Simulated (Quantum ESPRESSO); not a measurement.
# 1T-PtSe2, 1 layer: a series in biaxial strain, part 3 of 6

Aim: how the results for 1T-PtSe2, 1 layer change with biaxial strain.

Quantum ESPRESSO 7.5; plane-wave DFT, PBE, GBRV ultrasoft pseudopotentials.

So far. Step 2 (Relaxing cell and ions of the reference):  The last row is no step: it is a fresh SCF in the final cell with a new plane-wave basis, +0 meV from the row before. Step 3 (Relaxing the ions, -4 %): The relaxation lowers the energy by 32 meV an atom.

### 5. Potential by pp.x, -4 %

plot_num = 11 writes the bare and Hartree potential, from which vacuum levels or, in a crystal, the mean potential are read.

Input file m0.pot.in:

```
&inputpp
  prefix = 'm0.scf'
  outdir = './out'
  filplot = 'm0.pot.dat'
  plot_num = 11
/
```

Launch:

```
$ OMP_NUM_THREADS=1 mpirun -n 4 pp.x -in m0.pot.in > m0.pot.out
```

Output:

```text
[banner, memory and clock lines left out]
Program POST-PROC v.7.5 starts

          URL

     ./out/m0.scf.save/

     IMPORTANT: XC functional enforced from input :
     Exchange-correlation= PBE
                           (   1   4   3   4   0   0   0)
     Any further DFT definition will be discarded
     Please, verify this is what you really want

     negative rho (up, down):  1.716E-01 0.000E+00

     Calling punch_plot, plot_num =  11
     Writing data to file  m0.pot.dat
     Message from routine chdens:
     namelist plot not found or invalid, exiting
```

The job ended after 1.5 s (4 MPI ranks of Intel Xeon Platinum 8559C (Emerald Rapids), shared host; peak memory 0.09 GiB; 5.3 s of CPU time).

Numbers from this step:

```
slope of the potential above                                          : 8.84e-5 eV/Å
upper vacuum line continued to the top atoms, over the valence top    : 5.358 eV
slope of the potential below                                          : -1.06e-4 eV/Å
lower vacuum line continued to the bottom atoms, over the valence top : 5.358 eV
vacuum level at the upper face over the valence top of the mesh       : 5.359 eV
vacuum level at the lower face over the valence top of the mesh       : 5.359 eV
```

Electrostatic potential energy of an electron; zero at the highest filled level of the SCF mesh. The potential energy, planar mean by z:

```
z (Å)  potential energy, planar mean (eV)
  0.0                                5.36
  0.5                                5.36
  1.0                                5.36
  1.5                                5.36
  2.0                                5.36
  2.5                                5.36
  3.0                                5.36
  3.5                                5.36
  4.0                                5.35
  4.5                                5.34
  5.0                                5.29
  5.5                                5.07
  6.0                                4.14
  6.5                               0.103
  7.0                               -10.6
  7.5                               -11.5
  8.0                               -7.82
  8.5                               -13.7
  9.0                               -11.6
  9.5                               -7.86
 10.0                               -13.2
 10.5                               -5.48
 11.0                                2.68
 11.5                                4.74
 12.0                                5.21
 12.5                                5.32
 13.0                                5.35
 13.5                                5.36
 14.0                                5.36
 14.5                                5.36
 15.0                                5.36
 15.5                                5.36
 16.0                                5.36
 16.5                                5.36
 17.0                                5.36
```

### 6. Band structure, -4 %

Bands along a path place the edges.

Input file m0.bands.in:

```
&control
  prefix = 'm0.bands'
  outdir = './out'
  pseudo_dir = './pseudo'
  calculation = 'bands'
/
&system
  ibrav = 0
  nat = 3
  ntyp = 2
  ecutwfc = 40
  ecutrho = 200
  occupations = 'smearing'
  smearing = 'fd'
  degauss = 0.002
  nbnd = 20
/
&electrons
  conv_thr = 1e-07
  mixing_beta = 0.4
  electron_maxstep = 120
  mixing_mode = 'plain'
/
ATOMIC_SPECIES
  Se  78.9710  se_pbe_v1.uspp.F.UPF
  Pt  195.0840  pt_pbe_v1.4.uspp.F.UPF
CELL_PARAMETERS angstrom
  3.59572344384000 0.00000000000000 0.00000000000000
  -1.79786172192000 3.11398784736000 0.00000000000000
  0.00000000000000 0.00000000000000 17.26771779500000
ATOMIC_POSITIONS crystal
  Se  0.666666666700 0.333333333300 0.419210753400
  Pt  0.000000000000 0.000000000000 0.500000000000
  Se  0.333333333300 0.666666666700 0.580789246600
K_POINTS crystal_b
4
  0.0000000000 0.0000000000 0.0000000000 12
  0.5000000000 0.0000000000 0.0000000000 12
  0.3333333333 0.3333333333 0.0000000000 12
  0.0000000000 0.0000000000 0.0000000000 1
```

Launch:

```
$ cp -r out/m0.scf.save out/m0.bands.save
$ cp out/m0.scf.xml out/m0.bands.xml
$ OMP_NUM_THREADS=1 mpirun -n 4 pw.x -nk 4 -in m0.bands.in > m0.bands.out
```

Output:

```text
[banner, memory and clock lines left out]
Program PWSCF v.7.5 starts

          URL

     Atomic positions and unit cell read from directory:
     ./out/m0.bands.save/

     Message from routine setup:
     using ibrav=0 with symmetry is DISCOURAGED, use correct ibrav instead

     G-vector sticks info

     bravais-lattice index     =            0
     lattice parameter (alat)  =       6.7949  a.u.
     unit-cell volume          =    1304.7723 (a.u.)^3
     number of atoms/cell      =            3
     number of atomic types    =            2
     number of electrons       =        28.00
     number of Kohn-Sham states=           20
     kinetic-energy cutoff     =      40.0000  Ry
     charge density cutoff     =     200.0000  Ry
     Exchange-correlation=  SLA  PW   PBX  PBC
                           (   1   4   3   4   0   0   0)

     celldm(1)=   6.794933  celldm(2)=   0.000000  celldm(3)=   0.000000
     celldm(4)=   0.000000  celldm(5)=   0.000000  celldm(6)=   0.000000

     crystal axes: (cart. coord. in units of alat)
               a(1) = (   1.000000   0.000000   0.000000 )
               a(2) = (  -0.500000   0.866025   0.000000 )
               a(3) = (   0.000000   0.000000   4.802293 )

     reciprocal axes: (cart. coord. in units 2 pi/alat)
               b(1) = (  1.000000  0.577350 -0.000000 )
               b(2) = (  0.000000  1.154701  0.000000 )
               b(3) = (  0.000000 -0.000000  0.208234 )

     PseudoPot. # 1 for Se read from file:
     ./pseudo/se_pbe_v1.uspp.F.UPF
     Pseudo is Ultrasoft + core correction, Zval =  6.0
     Generated by new atomic code, or converted to UPF format
     Using radial grid of  877 points,  6 beta functions with:
                l(1) =   0
                l(2) =   0
                l(3) =   1
                l(4) =   1
                l(5) =   2
                l(6) =   2
     Q(r) pseudized with  8 coefficients,  rinner =    1.300   1.300   1.300
                                                       1.300   1.300

     PseudoPot. # 2 for Pt read from file:
     ./pseudo/pt_pbe_v1.4.uspp.F.UPF
     Pseudo is Ultrasoft + core correction, Zval = 16.0
     Generated by new atomic code, or converted to UPF format
     Using radial grid of  985 points,  6 beta functions with:
                l(1) =   0
                l(2) =   0
                l(3) =   1
                l(4) =   1
                l(5) =   2
                l(6) =   2
     Q(r) pseudized with  8 coefficients,  rinner =    1.300   1.300   1.300
                                                       1.300   1.300

     atomic species   valence    mass     pseudopotential
     Se                6.00    78.97100     Se( 1.00)
     Pt               16.00   195.08400     Pt( 1.00)

     12 Sym. Ops., with inversion, found

   Cartesian axes

     site n.     atom                  positions (alat units)
         1        Se     tau(   1) = (   0.5000000   0.2886751   2.0131729  )
         2        Pt     tau(   2) = (   0.0000000   0.0000000   2.4011465  )
         3        Se     tau(   3) = (  -0.0000000   0.5773503   2.7891202  )

     number of k points=    37  Fermi-Dirac smearing, width (Ry)=  0.0020
                       cart. coord. in units 2pi/alat
        k(    1) = (   0.0000000   0.0000000   0.0000000), wk =   0.0540541
        k(    2) = (   0.0416667   0.0240563   0.0000000), wk =   0.0540541
        k(    3) = (   0.0833333   0.0481125   0.0000000), wk =   0.0540541
        k(    4) = (   0.1250000   0.0721688   0.0000000), wk =   0.0540541
        k(    5) = (   0.1666667   0.0962250   0.0000000), wk =   0.0540541
        k(    6) = (   0.2083333   0.1202813   0.0000000), wk =   0.0540541
        k(    7) = (   0.2500000   0.1443376   0.0000000), wk =   0.0540541
        k(    8) = (   0.2916667   0.1683938   0.0000000), wk =   0.0540541
        k(    9) = (   0.3333333   0.1924501   0.0000000), wk =   0.0540541
        k(   10) = (   0.3750000   0.2165064   0.0000000), wk =   0.0540541
        k(   11) = (   0.4166667   0.2405626   0.0000000), wk =   0.0540541
        k(   12) = (   0.4583333   0.2646189   0.0000000), wk =   0.0540541
        k(   13) = (   0.5000000   0.2886751   0.0000000), wk =   0.0540541
        k(   14) = (   0.4861111   0.3127314   0.0000000), wk =   0.0540541
        k(   15) = (   0.4722222   0.3367877   0.0000000), wk =   0.0540541
        k(   16) = (   0.4583333   0.3608439   0.0000000), wk =   0.0540541
        k(   17) = (   0.4444444   0.3849002   0.0000000), wk =   0.0540541
        k(   18) = (   0.4305556   0.4089564   0.0000000), wk =   0.0540541
        k(   19) = (   0.4166667   0.4330127   0.0000000), wk =   0.0540541
        k(   20) = (   0.4027778   0.4570690   0.0000000), wk =   0.0540541
        k(   21) = (   0.3888889   0.4811252   0.0000000), wk =   0.0540541
        k(   22) = (   0.3750000   0.5051815   0.0000000), wk =   0.0540541
        k(   23) = (   0.3611111   0.5292377   0.0000000), wk =   0.0540541
        k(   24) = (   0.3472222   0.5532940   0.0000000), wk =   0.0540541
        k(   25) = (   0.3333333   0.5773503   0.0000000), wk =   0.0540541
        k(   26) = (   0.3055556   0.5292377   0.0000000), wk =   0.0540541
        k(   27) = (   0.2777778   0.4811252   0.0000000), wk =   0.0540541
        k(   28) = (   0.2500000   0.4330127   0.0000000), wk =   0.0540541
        k(   29) = (   0.2222222   0.3849002   0.0000000), wk =   0.0540541
        k(   30) = (   0.1944444   0.3367877   0.0000000), wk =   0.0540541
        k(   31) = (   0.1666667   0.2886751   0.0000000), wk =   0.0540541
        k(   32) = (   0.1388889   0.2405626   0.0000000), wk =   0.0540541
        k(   33) = (   0.1111111   0.1924501   0.0000000), wk =   0.0540541
        k(   34) = (   0.0833333   0.1443376   0.0000000), wk =   0.0540541
        k(   35) = (   0.0555556   0.0962250   0.0000000), wk =   0.0540541
        k(   36) = (   0.0277778   0.0481125   0.0000000), wk =   0.0540541
        k(   37) = (   0.0000000   0.0000000   0.0000000), wk =   0.0540541

     Dense  grid:    62463 G-vectors     FFT dimensions: (  32,  32, 150)

     Smooth grid:    44657 G-vectors     FFT dimensions: (  27,  27, 135)

     The potential is recalculated from file :
     ./out/m0.bands.save/charge-density

     negative rho (up, down):  1.716E-01 0.000E+00
     Starting wfcs are   20 randomized atomic wfcs

     Band Structure Calculation
     Davidson diagonalization with overlap

     ethr =  3.57E-10,  avg # of iterations = 56.8

     End of band structure calculation

          k = 0.0000 0.0000 0.0000 (  5549 PWs)   bands (ev):

   -53.4664 -53.4124 -53.4124 -14.8254 -13.1807  -6.1151  -5.6550  -5.6550
[...]
k = 0.2083 0.1203 0.0000 (  5564 PWs)   bands (ev):

   -53.4653 -53.4190 -53.4140 -14.3384 -13.1398  -5.8497  -5.5668  -5.4456
    -4.4387  -3.7477  -2.9020  -1.1532  -0.9475  -0.5782   0.7833   2.0119
     4.7720   5.1381   5.7495   5.8538

          k = 0.2500 0.1443 0.0000 (  5586 PWs)   bands (ev):

   -53.4650 -53.4213 -53.4146 -14.1481 -13.1257  -5.8751  -5.3983  -5.3972
    -4.7855  -3.7304  -3.0048  -1.3672  -1.0674  -0.7480   0.7874   1.9772
     4.9949   5.1686   5.6554   6.1268

          k = 0.2917 0.1684 0.0000 (  5574 PWs)   bands (ev):

   -53.4646 -53.4236 -53.4152 -13.9448 -13.1105  -5.9433  -5.3706  -5.3672
    -4.9147  -3.6603  -3.0628  -1.7587  -1.1751  -0.9720   0.9753   1.9787
     4.7221   5.4390   5.8613   6.3911

          k = 0.3333 0.1925 0.0000 (  5578 PWs)   bands (ev):

   -53.4643 -53.4257 -53.4157 -13.7428 -13.0935  -6.1499  -5.4252  -5.3569
    -4.7669  -3.5345  -3.0787  -2.1819  -1.3271  -1.2346   1.2401   2.0028
     4.3987   5.7625   6.1067   6.4472

          k = 0.3750 0.2165 0.0000 (  5586 PWs)   bands (ev):

   -53.4640 -53.4276 -53.4162 -13.5608 -13.0725  -6.4489  -5.3610  -5.3549
    -4.6020  -3.3600  -3.0476  -2.5571  -1.5324  -1.5182   1.5058   2.0353
     4.1611   5.8309   6.3716   6.5692

          k = 0.4167 0.2406 0.0000 (  5592 PWs)   bands (ev):

   -53.4638 -53.4290 -53.4165 -13.4207 -13.0452  -6.7197  -5.3713  -5.2050
    -4.5271  -3.1531  -3.0070  -2.7723  -1.8028  -1.7881   1.7213   2.0655
     4.0292   5.6590   6.7049   6.8376

          k = 0.4583 0.2646 0.0000 (  5592 PWs)   bands (ev):

   -53.4637 -53.4299 -53.4168 -13.3384 -13.0161  -6.9018  -5.3806  -5.0187
    -4.5802  -3.0939  -2.9473  -2.6501  -2.0781  -2.0548   1.8562   2.0862
     3.9829   5.5127   6.7984   7.2839

          k = 0.5000 0.2887 0.0000 (  5610 PWs)   bands (ev):

   -53.4636 -53.4302 -53.4168 -13.3126 -13.0025  -6.9657  -5.3842  -4.8897
    -4.6702  -3.1380  -2.8406  -2.4307  -2.3332  -2.1769   1.9012   2.0935
     3.9761   5.4584   6.8096   7.5835

          k = 0.4861 0.3127 0.0000 (  5598 PWs)   bands (ev):

   -53.4636 -53.4301 -53.4169 -13.3089 -13.0027  -6.9569  -5.3958  -4.8866
    -4.6562  -3.1728  -2.8550  -2.5062  -2.3115  -2.0952   1.8962   2.0495
     4.0058   5.5104   6.8342   7.5927

          k = 0.4722 0.3368 0.0000 (  5588 PWs)   bands (ev):

   -53.4636 -53.4300 -53.4172 -13.2980 -13.0033  -6.9309  -5.4272  -4.8778
    -4.6178  -3.2801  -2.8914  -2.6186  -2.2539  -1.9591   1.8810   1.9285
     4.0919   5.6531   6.9101   7.6196

          k = 0.4583 0.3608 0.0000 (  5586 PWs)   bands (ev):

   -53.4636 -53.4298 -53.4176 -13.2802 -13.0042  -6.8878  -5.4710  -4.8646
    -4.5627  -3.4544  -2.9375  -2.7063  -2.1743  -1.8298   1.7568   1.8550
     4.2263   5.8535   7.0431   7.6588

          k = 0.4444 0.3849 0.0000 (  5590 PWs)   bands (ev):

   -53.4635 -53.4295 -53.4181 -13.2563 -13.0055  -6.8281  -5.5199  -4.8506
    -4.4993  -3.6719  -2.9844  -2.7709  -2.0846  -1.7188   1.5631   1.8176
     4.3961   6.0755   7.2377   7.6824

          k = 0.4306 0.4090 0.0000 (  5576 PWs)   bands (ev):

   -53.4635 -53.4292 -53.4188 -13.2274 -13.0072  -6.7525  -5.5685  -4.8431
    -4.4341  -3.9032  -3.0275  -2.8238  -1.9930  -1.6285   1.3721   1.7681
     4.5844   6.2935   7.4881   7.6081

          k = 0.4167 0.4330 0.0000 (  5579 PWs)   bands (ev):

   -53.4634 -53.4287 -53.4196 -13.1947 -13.0094  -6.6619  -5.6128  -4.8586
    -4.3722  -4.1161  -3.0655  -2.8726  -1.9063  -1.5589   1.2036   1.7060
     4.7720   6.4986   7.4666   7.7681

          k = 0.4028 0.4571 0.0000 (  5583 PWs)   bands (ev):

   -53.4634 -53.4282 -53.4204 -13.1599 -13.0121  -6.5578  -5.6504  -4.9276
    -4.3173  -4.2696  -3.0985  -2.9203  -1.8292  -1.5092   1.0723   1.6311
     4.9392   6.6938   7.3380   8.0367

          k = 0.3889 0.4811 0.0000 (  5571 PWs)   bands (ev):

   -53.4633 -53.4276 -53.4213 -13.1251 -13.0152  -6.4418  -5.6798  -5.0693
    -4.3371  -4.2722  -3.1279  -2.9672  -1.7637  -1.4789   0.9885   1.5442
     5.0698   6.8837   7.2517   8.2677

          k = 0.3750 0.5052 0.0000 (  5573 PWs)   bands (ev):

   -53.4633 -53.4270 -53.4223 -13.0923 -13.0188  -6.3167  -5.7001  -5.2570
    -4.3397  -4.2394  -3.1549  -3.0120  -1.7086  -1.4679   0.9562   1.4470
     5.1561   7.0689   7.2173   8.4678

          k = 0.3611 0.5292 0.0000 (  5583 PWs)   bands (ev):

   -53.4633 -53.4263 -53.4232 -13.0642 -13.0229  -6.1875  -5.7112  -5.4515
    -4.3113  -4.2211  -3.1795  -3.0513  -1.6593  -1.4765   0.9737   1.3422
     5.2017   7.2319   7.2403   8.5483

          k = 0.3472 0.5533 0.0000 (  5591 PWs)   bands (ev):

   -53.4633 -53.4256 -53.4241 -13.0434 -13.0275  -6.0669  -5.7133  -5.6211
    -4.2732  -4.2202  -3.1985  -3.0801  -1.6097  -1.5052   1.0339   1.2339
     5.2186   7.2847   7.3643   8.3200

          k = 0.3333 0.5774 0.0000 (  5619 PWs)   bands (ev):

   -53.4633 -53.4249 -53.4249 -13.0324 -13.0324  -6.0044  -5.7073  -5.7073
    -4.2388  -4.2388  -3.2064  -3.0914  -1.5544  -1.5544   1.1265   1.1265
     5.2214   7.3632   7.3632   8.2240

          k = 0.3056 0.5292 0.0000 (  5593 PWs)   bands (ev):

   -53.4633 -53.4262 -53.4233 -13.0497 -13.0435  -6.1460  -5.6772  -5.5257
    -4.3331  -4.2199  -3.1635  -3.0333  -1.7104  -1.4176   0.9338   1.3631
     5.2280   6.9831   7.5543   8.3644

          k = 0.2778 0.4811 0.0000 (  5565 PWs)   bands (ev):

   -53.4634 -53.4268 -53.4217 -13.1298 -13.0557  -6.2460  -5.6398  -5.2735
    -4.4672  -4.2905  -3.0221  -2.8592  -1.9138  -1.2525   0.7937   1.5909
     5.2728   6.5413   7.5765   7.8906

          k = 0.2500 0.4330 0.0000 (  5579 PWs)   bands (ev):

   -53.4636 -53.4268 -53.4201 -13.2749 -13.0689  -6.2109  -5.6238  -5.0774
    -4.5705  -4.4195  -2.7848  -2.6749  -2.0479  -1.0812   0.7207   1.7265
     5.3687   6.2130   7.0107   7.8845

          k = 0.2222 0.3849 0.0000 (  5581 PWs)   bands (ev):

   -53.4639 -53.4261 -53.4186 -13.4738 -13.0829  -6.0535  -5.6509  -4.9968
    -4.5875  -4.5369  -2.7085  -2.4640  -1.8882  -0.9289   0.7231   1.7171
     5.5110   6.0057   6.4427   7.4581

          k = 0.1944 0.3368 0.0000 (  5565 PWs)   bands (ev):

   -53.4642 -53.4246 -53.4172 -13.7070 -13.0978  -5.8200  -5.7096  -5.0799
    -4.5648  -4.5124  -2.8457  -2.0759  -1.5621  -0.8177   0.8157   1.5704
     5.6559   5.8360   5.9731   6.9652

          k = 0.1667 0.2887 0.0000 (  5573 PWs)   bands (ev):

   -53.4646 -53.4227 -53.4160 -13.9527 -13.1134  -5.7661  -5.5952  -5.2644
    -4.4951  -4.3742  -2.9307  -1.6492  -1.2557  -0.7609   1.0150   1.3543
     5.4091   5.6168   5.9927   6.5115

          k = 0.1389 0.2406 0.0000 (  5563 PWs)   bands (ev):

   -53.4651 -53.4204 -53.4149 -14.1906 -13.1294  -5.7959  -5.4815  -5.4748
    -4.3062  -4.2028  -2.9294  -1.2593  -1.0266  -0.7393   1.1709   1.3132
     5.0230   5.3541   6.0681   6.2771

          k = 0.1111 0.1925 0.0000 (  5561 PWs)   bands (ev):

   -53.4655 -53.4180 -53.4140 -14.4048 -13.1451  -5.7915  -5.6819  -5.4835
    -4.0382  -4.0213  -2.8335  -1.1169  -0.8649  -0.6224   1.1430   1.6600
     4.6777   5.0948   5.7079   6.5434

          k = 0.0833 0.1443 0.0000 (  5543 PWs)   bands (ev):

   -53.4658 -53.4157 -53.4133 -14.5827 -13.1592  -5.8611  -5.7583  -5.5390
    -3.8495  -3.8061  -2.6437  -1.2309  -0.7316  -0.4659   1.3674   1.9864
     4.3739   4.8717   5.3720   6.3726

          k = 0.0556 0.0962 0.0000 (  5545 PWs)   bands (ev):

   -53.4661 -53.4139 -53.4128 -14.7157 -13.1707  -5.9990  -5.7114  -5.5985
    -3.7066  -3.6650  -2.4137  -1.3994  -0.5958  -0.4106   1.7918   2.2371
     4.1082   4.7024   5.0912   5.8260

          k = 0.0278 0.0481 0.0000 (  5551 PWs)   bands (ev):

   -53.4663 -53.4128 -53.4125 -14.7977 -13.1781  -6.0856  -5.6710  -5.6402
    -3.6113  -3.5974  -2.2373  -1.5321  -0.4687  -0.4084   2.2303   2.3848
     3.9049   4.5958   4.9040   5.3609

          k = 0.0000 0.0000 0.0000 (  5549 PWs)   bands (ev):

   -53.4664 -53.4124 -53.4124 -14.8254 -13.1807  -6.1151  -5.6550  -5.6550
    -3.5777  -3.5777  -2.1738  -1.5816  -0.4124  -0.4124   2.4312   2.4312
     3.8251   4.5585   4.8392   5.1578

     XML data file, pseudopotentials, collected wavefunctions

                                        0.00s GPU  (     522 calls)
```

It took 23 s on 4 MPI ranks; peak memory 0.35 GiB.

This step gave:

* valence top, on the run's zero: -0.4056 eV
* conduction bottom, on the run's zero: 0.7207 eV

Band numbers count within the set of bands kept for display. Electronic bands along the path, in eV, zero at the highest filled level of the SCF mesh; v1 is the highest filled band, c1 the lowest empty one:

```
  point     v4     v3     v2     v1    c1    c2    c3    c4
      Γ  -1.77  -1.18  -0.01  -0.01  2.84  2.84  4.23  4.96
halfway  -2.60  -0.96  -0.66  -0.34  1.19  2.38  5.40  5.57
      M  -2.43  -2.02  -1.93  -1.77  2.31  2.50  4.38  5.86
halfway  -2.66  -2.47  -1.50  -1.15  1.61  2.11  5.18  6.90
      K  -2.80  -2.69  -1.15  -1.15  1.53  1.53  5.63  7.77
halfway  -2.52  -1.24  -0.85  -0.36  1.42  1.76  5.81  6.02
      Γ  -1.77  -1.18  -0.01  -0.01  2.84  2.84  4.23  4.96
```

Along this path the valence top lies near Γ and the conduction bottom between K and Γ.

[end of part 3 of 6]

[Logs are printed without paths, hosts, clocks, repeated set-up lines and the standing remarks that a program may print on its own settings, such as how far it seeks lower states.]

[Hosts, paths, dates, database ids (printed as entryN), source tags and the programs' standing remarks are cut or masked in the printed files.]

[Maps of the electrostatic potential energy from Ansatz leave out the sawtooth potential of an applied field or a dipole correction, so their vacuum need not be flat; planar profiles and work functions include it.]
